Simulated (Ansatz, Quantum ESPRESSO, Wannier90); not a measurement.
# Ballistic channels from Wannier functions: straight Cu chain, spacing 2.30 Å, part 2 of 5

Aim: a Wannier model and the conductance steps that follow from it, for this wire: straight Cu chain, spacing 2.30 Å.

Quantum ESPRESSO 7.5 and Wannier90 3.1.0; plane-wave DFT, PBE, PseudoDojo norm-conserving pseudopotentials; cross-check by Ansatz 0.2.0 with PAW datasets.

So far. Step 2 (SCF with pw.x): The run needed 9 iterations to bring the estimated error under 1e-07 Ry.

In doubt: a PseudoDojo file used here is known to give poor structures and forces, which bears on pressures, cells, forces and phonons.

### Step 4. Neighbour list from wannier90 -pp

Level of this step: maximally localised Wannier functions and ballistic conductance; plane-wave DFT, PBE, PseudoDojo norm-conserving pseudopotentials (Wannier90).

The .win file sets projections and windows: states in the frozen window are kept exactly, the outer window gives room to disentangle.

Input file wan.win:

```
num_wann = 6
num_bands = 21
num_iter = 200
num_print_cycles = 20
conv_tol = 1e-8
conv_window = 5
guiding_centres = true
dis_num_iter = 1500
dis_conv_tol = 1e-8
dis_win_min = -14.5175
dis_win_max = 5.4825
dis_froz_max = -2.0175
search_shells = 120
fermi_energy = -3.5175

transport = true
transport_mode = bulk
one_dim_axis = z
dist_cutoff = 18.3
dist_cutoff_mode = one_dim
tran_win_min = -4.0
tran_win_max = 2.0
tran_energy_step = 0.02

bands_plot = true
bands_num_points = 96
begin kpoint_path
G 0.0 0.0 0.0 Z 0.0 0.0 0.5
end kpoint_path

begin projections
Cu:s;d
end projections

begin unit_cell_cart
ang
  8.0000000000 0.0000000000 0.0000000000
  0.0000000000 8.0000000000 0.0000000000
  0.0000000000 0.0000000000 2.3000000000
end unit_cell_cart

begin atoms_frac
  Cu 0.0000000000 0.0000000000 0.0000000000
end atoms_frac

mp_grid = 1 1 16
begin kpoints
  0.0 0.0 0.0000000000
  0.0 0.0 0.0625000000
  0.0 0.0 0.1250000000
  0.0 0.0 0.1875000000
  0.0 0.0 0.2500000000
  0.0 0.0 0.3125000000
  0.0 0.0 0.3750000000
  0.0 0.0 0.4375000000
  0.0 0.0 0.5000000000
  0.0 0.0 0.5625000000
  0.0 0.0 0.6250000000
  0.0 0.0 0.6875000000
  0.0 0.0 0.7500000000
  0.0 0.0 0.8125000000
  0.0 0.0 0.8750000000
  0.0 0.0 0.9375000000
end kpoints
```

Launch:

```
$ OMP_NUM_THREADS=1 wannier90.x -pp wan > wan.pp.log
```

Output:

```text
+---------------------------------------------------+
             |                                                   |
             |                   WANNIER90                       |
             |                                                   |
             +---------------------------------------------------+
             |                                                   |
             |        Welcome to the Maximally-Localized         |
             |        Generalized Wannier Functions code         |
             |                             |
             |                                                   |
             |                                                   |
             |  Wannier90 Developer Group:                       |
             |    Giovanni Pizzi    (EPFL)                       |
             |    Valerio Vitale    (Cambridge)                  |
             |    David Vanderbilt  (Rutgers University)         |
             |    Nicola Marzari    (EPFL)                       |
             |    Ivo Souza         (Universidad del Pais Vasco) |
             |    Arash A. Mostofi  (Imperial College London)    |
             |    Jonathan R. Yates (University of Oxford)       |
             |                                                   |
             |  For the full list of Wannier90 3.x authors,      |
             |  please check the code documentation and the      |
             |  README on the GitHub page of the code            |
             |                                                   |
             |                                                   |
             |  Please cite                                      |
             |                                                   |
             |  [ref] "Wannier90 as a community code:            |
             |        new features and applications",            |
             |        G. Pizzi et al., J. Phys. Cond. Matt. 32,  |
             |        165902 (2020).                             |
             |            |
             |                                                   |
             |  in any publications arising from the use of      |
             |  this code. For the method please cite            |
             |                                                   |
             |  [ref] "Maximally Localized Generalised Wannier   |
             |         Functions for Composite Energy Bands"     |
             |         N. Marzari and D. Vanderbilt              |
             |         Phys. Rev. B 56 12847 (1997)              |
             |                                                   |
             |  [ref] "Maximally Localized Wannier Functions     |
             |         for Entangled Energy Bands"               |
             |         I. Souza, N. Marzari and D. Vanderbilt    |
             |         Phys. Rev. B 65 035109 (2001)             |
             |                                                   |
             |                                                   |
             | Copyright (c) 1996-2020                           |
             |        The Wannier90 Developer Group and          |
             |        individual contributors                    |
             |                                                   |
             |      Release: 3.1.0        5th March    2020      |
             |                                                   |
             | This program is free software; you can            |
             | redistribute it and/or modify it under the terms  |
             | of the GNU General Public License as published by |
             | the Free Software Foundation; either version 2 of |
             | the License, or (at your option) any later version|
             |                                                   |
             | This program is distributed in the hope that it   |
             | will be useful, but WITHOUT ANY WARRANTY; without |
             | even the implied warranty of MERCHANTABILITY or   |
             | FITNESS FOR A PARTICULAR PURPOSE. See the GNU     |
             | General Public License for more details.          |
             |                                                   |
             | You should have received a copy of the GNU General|
             | Public License along with this program; if not,   |
             | write to the Free Software Foundation, Inc.,      |
             | 675 Mass Ave, Cambridge, MA 02139, USA.           |
             |                                                   |
             +---------------------------------------------------+
[date or host left out]
             +---------------------------------------------------+

 ******************************************************************************
 * -> Using CODATA 2006 constant values                                       *
 *    (                      *
 * -> Using Bohr value from CODATA                                            *
 ******************************************************************************

 Running in serial (with parallel executable)

                                    ------
                                    SYSTEM
                                    ------

                              Lattice Vectors (Ang)
                    a_1     8.000000   0.000000   0.000000
                    a_2     0.000000   8.000000   0.000000
                    a_3     0.000000   0.000000   2.300000

                   Unit Cell Volume:     147.20000  (Ang^3)

                        Reciprocal-Space Vectors (Ang^-1)
                    b_1     0.785398   0.000000   0.000000
                    b_2     0.000000   0.785398   0.000000
                    b_3     0.000000   0.000000   2.731820

 *----------------------------------------------------------------------------*
 |   Site       Fractional Coordinate          Cartesian Coordinate (Ang)     |
 +----------------------------------------------------------------------------+
 | Cu   1   0.00000   0.00000   0.00000   |    0.00000   0.00000   0.00000    |
 *----------------------------------------------------------------------------*
                                ------------
                                K-POINT GRID
                                ------------

             Grid size =  1 x  1 x 16      Total points =   16

 *---------------------------------- MAIN ------------------------------------*
 |  Number of Wannier Functions               :                 6             |
 |  Number of Objective Wannier Functions     :                 6             |
[...]
|  Write on-site energies <0n|H|0n> to file  :                 F             |
 |  Use guiding centre to control phases      :                 T             |
 |  Use phases for initial projections        :                 F             |
 |  Iterations before starting guiding centres:                 0             |
 |  Iterations between using guiding centres  :                 1             |
 *----------------------------------------------------------------------------*
 *------------------------------- DISENTANGLE --------------------------------*
 |  Using band disentanglement                :                 T             |
 |  Total number of iterations                :              1500             |
 |  Mixing ratio                              :             0.500             |
 |  Convergence tolerence                     :         1.000E-08             |
 |  Convergence window                        :                 3             |
 *----------------------------------------------------------------------------*
 *-------------------------------- PLOTTING ----------------------------------*
 |  Plotting interpolated bandstructure       :                 T             |
 |   Number of K-path sections                :                 1             |
 |   Divisions along first K-path section     :                96             |
 |   Output format                            :           gnuplot             |
 |   Output mode                              :               s-k             |
 *----------------------------------------------------------------------------*
 |   K-space path sections:                                                   |
 |    From: G       0.000  0.000  0.000     To: Z       0.000  0.000  0.500   |
 *----------------------------------------------------------------------------*
 *------------------------------- TRANSPORT ----------------------------------*
 |  Transport mode                            :              bulk             |
 |   Hamiltonian from external files          :                 F             |
 |   System extended in                       :                 z             |
 |   Centre of the unit cell to which WF are translated (fract. coords):      |
 |                                       0.000000,    0.000000,    0.000000   |
 |  Fermi energy (eV)                         :            -3.518             |
 *----------------------------------------------------------------------------*
 Time to read parameters        0.003 (sec)

 *---------------------------------- K-MESH ----------------------------------*
 +----------------------------------------------------------------------------+
 |                    Distance to Nearest-Neighbour Shells                    |
 |                    ------------------------------------                    |
 |          Shell             Distance (Ang^-1)          Multiplicity         |
 |          -----             -----------------          ------------         |
 |             1                   0.170739                      2            |
 |             2                   0.341477                      2            |
 |             3                   0.512216                      2            |
 |             4                   0.682955                      2            |
 |             5                   0.785398                      4            |
 |             6                   0.803742                      8            |
 |             7                   0.853694                      2            |
 |             8                   0.856421                      8            |
 |             9                   0.937665                      8            |
 |            10                   1.024432                      2            |
 |            11                   1.040806                      8            |
 |            12                   1.110721                      4            |
 |            13                   1.123767                      8            |
 |            14                   1.160019                      8            |
 |            15                   1.162027                      8            |
 |            16                   1.195171                      2            |
[...]
|           113                   2.902558                      2            |
 |           114                   2.908979                      8            |
 |           115                   2.909781                      8            |
 |           116                   2.912985                     16            |
 |           117                   2.920581                     16            |
 |           118                   2.948990                      8            |
 |           119                   2.957676                     16            |
 |           120                   2.966140                     16            |
 +----------------------------------------------------------------------------+
 | The b-vectors are chosen automatically                                     |
 | The following shells are used:   1,  5                                     |
 +----------------------------------------------------------------------------+
 |                        Shell   # Nearest-Neighbours                        |
 |                        -----   --------------------                        |
 |                          1               2                                 |
 |                          5               4                                 |
 +----------------------------------------------------------------------------+
 | Completeness relation is fully satisfied [Eq. (B1), PRB 56, 12847 (1997)]  |
 +----------------------------------------------------------------------------+
 |                  b_k Vectors (Ang^-1) and Weights (Ang^2)                  |
 |                  ----------------------------------------                  |
 |            No.         b_k(x)      b_k(y)      b_k(z)        w_b           |
 |            ---        --------------------------------     --------        |
 |             1         0.000000    0.000000    0.170739    17.151650        |
 |             2         0.000000    0.000000   -0.170739    17.151650        |
 |             3         0.785398    0.000000    0.000000     0.810569        |
 |             4         0.000000    0.785398    0.000000     0.810569        |
 |             5         0.000000   -0.785398    0.000000     0.810569        |
 |             6        -0.785398    0.000000    0.000000     0.810569        |
 +----------------------------------------------------------------------------+
 |                           b_k Directions (Ang^-1)                          |
 |                           -----------------------                          |
 |            No.           x           y           z                         |
 |            ---        --------------------------------                     |
 |             1         0.000000    0.000000    0.170739                     |
 |             2         0.785398    0.000000    0.000000                     |
 |             3         0.000000    0.785398    0.000000                     |
 +----------------------------------------------------------------------------+

 Time to get kmesh              0.014 (sec)
 *============================================================================*
 |                              MEMORY ESTIMATE                               |
 |         Maximum RAM allocated during each phase of the calculation         |
 *============================================================================*
 |                        Disentanglement            0.96 Mb                  |
 |                            Wannierise:            0.21 Mb                  |
 |                          plot_wannier:            0.21 Mb                  |
 *----------------------------------------------------------------------------*

 Starting a new Wannier90 calculation ...

 Time to write kmesh            0.017 (sec)

 Exiting... wan.nnkp written.
```

Elapsed: 0.47 s, on 1 MPI rank of Arm Neoverse V2, shared host; peak memory 0.09 GiB.

### Step 5. Overlaps and projections

pw2wannier90.x computes the overlaps between neighbouring k-points and the projections.

Input file wan.p2w.in:

```
&inputpp
  prefix = 'nscf'
  outdir = './out'
  seedname = 'wan'
  write_mmn = .true.
  write_amn = .true.
  write_unk = .false.
/
```

Launch:

```
$ OMP_NUM_THREADS=1 mpirun -n 2 pw2wannier90.x -in wan.p2w.in > wan.p2w.out
```

Output:

```text
[banner, memory and clock lines left out]
Program PW2WANNIER v.7.5 starts

          URL

     Reading nscf_save data

     ./out/nscf.save/

     IMPORTANT: XC functional enforced from input :
     Exchange-correlation= PBE
                           (   1   4   3   4   0   0   0)
     Any further DFT definition will be discarded
     Please, verify this is what you really want

     Reading collected, re-writing distributed wavefunctions

      Spin CASE ( default = unpolarized )

  Wannier mode is: standalone

  -----------------
  *** Reading nnkp
  -----------------

  Checking info from wannier.nnkp file

  - Real lattice is ok
  - Reciprocal lattice is ok
  - K-points are ok
  - Number of wannier functions is ok (  6)
  - All guiding functions are given

  Projections:
    0.000000    0.000000    0.000000  0  1  1    1.000000
    0.000000    0.000000    0.000000  2  1  1    1.000000
    0.000000    0.000000    0.000000  2  2  1    1.000000
    0.000000    0.000000    0.000000  2  3  1    1.000000
    0.000000    0.000000    0.000000  2  4  1    1.000000
    0.000000    0.000000    0.000000  2  5  1    1.000000

  Reading data about k-point neighbours

  All neighbours are found

  Opening pp-files

  *** Compute  A projections

  Number of local k points =       16
       1       2       3       4       5       6       7       8       9      10
      11      12      13      14      15      16
  AMN calculated

  ---------------
  *** Compute  M
  ---------------

  Number of local k points =       16
       1       2       3       4       5       6       7       8       9      10
      11      12      13      14      15      16
  MMN calculated

  *** Orbital terms are not computed

  *** SHC terms are not computed

  ----------------
  *** Write bands
  ----------------

  *** Plot info is not printed

  *** Parity info is not printed

  ------------
  *** Stop pp
  ------------

     Internal routines:
```

Run time: 9.1 s. Hardware: 2 MPI ranks; peak memory 0.12 GiB; 18 s of CPU time.

[end of part 2 of 5]

[Logs are printed without paths, hosts, clocks, repeated set-up lines and the standing remarks that a program may print on its own settings, such as how far it seeks lower states.]

[Hosts, paths, dates, database ids (printed as entryN), source tags and the programs' standing remarks are cut or masked in the printed files.]

[Maps of the electrostatic potential energy from Ansatz leave out the sawtooth potential of an applied field or a dipole correction, so their vacuum need not be flat; planar profiles and work functions include it.]
